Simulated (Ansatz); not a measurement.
# Changed inputs in constrained RPA: NiI2 (R-3m), part 2 of 2

Wanted: the sensitivity and cost of U and J for NiI2 (R-3m).

Ansatz 0.2.0; constrained RPA on LDA, plane waves, PAW.

So far. Step 4 (Changed: smooth pair densities): On the Ni eg shell, screening brings the on-site interaction from 11.5 eV down to U = 1.33 eV. Step 5 (Changed: accuracy low): On the Ni eg shell, screening brings the on-site interaction from 11.5 eV down to U = 1.32 eV.

The database entry behind the starting cell differs from later determinations by our own check (an axis about 0.9 % short against later determinations), so it need not match the best structure at ambient conditions.

## (6) Changed: a keyword of another program

input.yaml reads:

```yaml
crystal:
  lattice:
    - [-2.86121186, -2.86121186, -5.61327146]
    - [-2.86121186, -5.61327146, -2.86121186]
    - [-5.61327146, -2.86121186, -2.86121186]
  atoms:
    - { symbol: Ni, position: [0.0, 0.0, 0.0] }
    - { symbol: I, position: [0.25, 0.25, 0.25] }
    - { symbol: I, position: [0.75, 0.75, 0.75] }
kpoints:
  mp_grid: { grid: [12, 12, 12] }
hamiltonian:
  xc: lda
scf:
  occupations: { method: gaussian, width: 0.08 }
  n_extra_bands: 19
  max_iter: 150
  lower_state_search: "off"
output:
  crpa:
    kmesh: [6, 6, 6]
    target_bands: [v1, c1]
    projections: [{ species: Ni, l: d, shell: 3, orbitals: [dz2, dx2-y2] }]
    LDISENTANGLED: 1
```

Run with:

```bash
> ansatz run input.yaml --threads 8 --pin off --max-ram 14745MiB --backend cpu --events-out ev --progress --plain --runs-dir out
```

Numbers of over 12 decimals in the logs are rounded to 6 here.

The log of the run:

```text
Error: YAML parse error: error: line 24 column 5: unknown field `LDISENTANGLED`, expected one of accuracy, bounded_pairs, pair_densities, n_empty_bands, n_guard_bands, ecut_chi, kmesh, target_bands, projections
  --> <input>:24:5
   |
22 |     target_bands: [v1, c1]
23 |     projections: [{ species: Ni, l: d, shell: 3, orbitals: [dz2, dx2-…
24 |     LDISENTANGLED: 1
   |     ^ unknown field `LDISENTANGLED`, expected one of accuracy, bounded_pairs, pair_densities, n_empty_bands, n_guard_bands, ecut_chi, kmesh, target_bands, projections
```

Wall time 0.01 s (8 threads of Arm Neoverse V1, shared host); peak memory 0.02 GiB.

The program refused the input before any cycle.

The program's message: “Error: YAML parse error: error: line 24 column 5: unknown field `LDISENTANGLED`, expected one of accuracy, bounded_pairs, pair_densities, n_empty_bands, n_guard_bands, ecut_chi, kmesh, target_bands, p …”

The fault put into this input: a keyword of another program.

## (7) Changed: volume +6 %

The cell differs from the one that the last finished run ended in (a 6.920 → 7.055 Å, b 6.920 → 7.055 Å, c 6.920 → 7.055 Å).

input.yaml, the sections that differ from step 6:

```yaml
crystal:
  lattice:
    - [-2.9173283001, -2.9173283001, -5.7233635564]
    - [-2.9173283001, -5.7233635564, -2.9173283001]
    - [-5.7233635564, -2.9173283001, -2.9173283001]
  atoms:
    - { symbol: Ni, position: [0.0, 0.0, 0.0] }
    - { symbol: I, position: [0.25, 0.25, 0.25] }
    - { symbol: I, position: [0.75, 0.75, 0.75] }
output:
  crpa:
    kmesh: [6, 6, 6]
    target_bands: [v1, c1]
    projections: [{ species: Ni, l: d, shell: 3, orbitals: [dz2, dx2-y2] }]
  local_orbitals:
    kmesh: [6, 6, 6]
    orbitals: [{ species: Ni, l: d, shell: 3, orbitals: [dz2, dx2-y2] }]
    window: { bands: [v1, c1] }
    seedname: lo
# kpoints, hamiltonian, scf: as in step 6
```

The log of the run:

```text
[...]
Crystal: 3 atoms, lattice volume = 91.006 Å³
Basis set: ecut = 420 eV, 1787 PW (Γ)
Bands: 45, of which v1, the nominal top of the filled ones, is band 26 counted from 1 (25 counted from 0)
Symmetry: 12 space group operations
[...]
k-points: 189 of 1728
[...]
k-point 188: bands = [... 22 lower, 6.4615, 6.4615, 6.4672, 7.8599, 7.8599, 11.8847, 11.9824, 14.0778, ... 15 higher]
[...]
χ-basis size per q: N_G = 318..337
[...]
Site 0, 3D, 2 of 5 d orbitals (Wannier functions 1, 2; wannier90's mr 1, 4):
      screened: U = 1.2851 eV, U' = 0.7471 eV, J = 0.2690 eV
      screened, to within: U = 3.3e-3 eV, U' = 3.3e-3 eV, J = 4.2e-4 eV
      bare: V = 11.7049 eV, V' = 10.7593 eV, J = 0.4728 eV
[...]
[key lines of the parts left out:]
SCF converged after 10 iterations
Free energy (F): -20484.633232 eV
Fermi energy:    7.415805 eV
```

Wall time 11 min (8 threads); peak memory 1.3 GiB.

Numbers from this step:

| Item | Value |
| --- | --- |
| U | 1.285 eV |
| U prime (inter-orbital) | 0.7471 eV |
| J | 0.2690 eV |
| bare V | 11.70 eV |
| bare J | 0.4728 eV |
| stated bound on U | 0.003291 eV |
| U over bare V | 0.1098 |
| electrons in the window | 2.000 |
| head of the constrained inverse dielectric matrix | 0.1036 |
| least eigenvalue of the projection's overlap | 0.3668 |
| target functions | 2 |
| bands in the sums | 54 |
| r.m.s. miss of the model bands | 0.01163 eV |
| width of the target bands | 0.9558 eV |
| weight of the projected orbitals in the window | 0.5437 |

On the Ni eg shell, screening brings the on-site interaction from 11.7 eV down to U = 1.29 eV.

## (8) Changed: volume -6 %

The cell differs from the one that the last finished run ended in (a 7.055 → 6.778 Å, b 7.055 → 6.778 Å, c 7.055 → 6.778 Å).

Changes to input.yaml since step 7:

```diff
@@ -2,5 +2,5 @@
   lattice:
-    - [-2.9173283001, -2.9173283001, -5.7233635564]
-    - [-2.9173283001, -5.7233635564, -2.9173283001]
-    - [-5.7233635564, -2.9173283001, -2.9173283001]
+    - [-2.8028033921, -2.8028033921, -5.4986827467]
+    - [-2.8028033921, -5.4986827467, -2.8028033921]
+    - [-5.4986827467, -2.8028033921, -2.8028033921]
   atoms:
```

The log of the run:

```text
[...]
Crystal: 3 atoms, lattice volume = 80.703 Å³
Basis set: ecut = 420 eV, 1563 PW (Γ)
Bands: 45, of which v1, the nominal top of the filled ones, is band 26 counted from 1 (25 counted from 0)
Symmetry: 12 space group operations
[...]
k-points: 189 of 1728
[...]
k-point 188: bands = [... 22 lower, 8.1261, 8.2986, 8.2986, 9.8963, 9.8963, 13.9743, 14.3802, 15.9955, ... 15 higher]
[...]
χ-basis size per q: N_G = 285..301
[...]
Site 0, 3D, 2 of 5 d orbitals (Wannier functions 1, 2; wannier90's mr 1, 4):
      screened: U = 1.3289 eV, U' = 0.7987 eV, J = 0.2651 eV
      screened, to within: U = 2.7e-3 eV, U' = 2.7e-3 eV, J = 3.9e-4 eV
      bare: V = 11.3107 eV, V' = 10.4039 eV, J = 0.4534 eV
[...]
[key lines of the parts left out:]
SCF converged after 9 iterations
Free energy (F): -20485.097071 eV
Fermi energy:    9.305423 eV
```

It took 8.1 min on 8 threads; peak memory 1.2 GiB; 60 min of CPU time.

Numbers from this step:

| Quantity | Value |
| --- | --- |
| U | 1.329 eV |
| U prime (inter-orbital) | 0.7987 eV |
| J | 0.2651 eV |
| bare V | 11.31 eV |
| bare J | 0.4534 eV |
| stated bound on U | 0.002625 eV |
| U over bare V | 0.1175 |
| electrons in the window | 2.000 |
| head of the constrained inverse dielectric matrix | 0.1031 |
| least eigenvalue of the projection's overlap | 0.3368 |
| target functions | 2 |
| bands in the sums | 54 |
| r.m.s. miss of the model bands | 0.01742 eV |
| width of the target bands | 1.276 eV |
| weight of the projected orbitals in the window | 0.5165 |

On the Ni eg shell, screening brings the on-site interaction from 11.3 eV down to U = 1.33 eV.

## (9) Side by side

Times are wall times on 8 threads of Arm Neoverse V1, shared host, good to a factor of about two.

| run | bare V (eV) | U (eV) | J (eV) | bound on U (eV) | width (eV) | time |
| --- | --- | --- | --- | --- | --- | --- |
| target window | 11.53 | 1.312 | 0.268 | 0.0029 | 1.10 | 10 min |
| 4×4×4 mesh | 11.49 | 1.344 | 0.264 | 0.0030 | 1.10 | 76 s |
| smooth pair densities | 11.53 | 1.333 | 0.285 | 0.0028 | 1.10 | 12 min |
| accuracy low | 11.53 | 1.319 | 0.268 | 0.0376 | 1.10 | 7.2 min |
| volume +6 % | 11.70 | 1.285 | 0.269 | 0.0033 | 0.96 | 11 min |
| volume -6 % | 11.31 | 1.329 | 0.265 | 0.0026 | 1.28 | 8.1 min |

## (10) Summary of results

```
target window         : U 1.31 eV, J 0.27 eV
4×4×4 mesh            : U 1.34 eV, J 0.26 eV
smooth pair densities : U 1.33 eV, J 0.29 eV
accuracy low          : U 1.32 eV, J 0.27 eV
volume +6 %           : U 1.29 eV, J 0.27 eV
volume -6 %           : U 1.33 eV, J 0.27 eV
```

**Reading.** 4×4×4 mesh moves U by +0.03 eV at 0.13 times the time. Smooth pair densities moves U by +0.02 eV. Accuracy low moves U by +0.01 eV (within the solver's bounds, for the mean over orbitals). Volume +6 % moves U by −0.03 eV. Volume -6 % moves U by +0.02 eV. The printed bound covers the solver alone, not the mesh, and no denser mesh than the base was run. The parent state is non-magnetic and the interaction static (zero frequency); U depends on the window and the orbitals, so it belongs to this model alone.

[Paths, hosts, dates, memory and timing lines, banners, echoed tables and standing remarks are left out of the program output.]

[Logs are printed without paths, hosts, clocks, repeated set-up lines and the standing remarks that a program may print on its own settings, such as how far it seeks lower states.]

[Runs of the session that timed out or met a known fault of the program may be left out.]

[Hosts, paths, dates, database ids (printed as entryN), source tags and the programs' standing remarks are cut or masked in the printed files.]
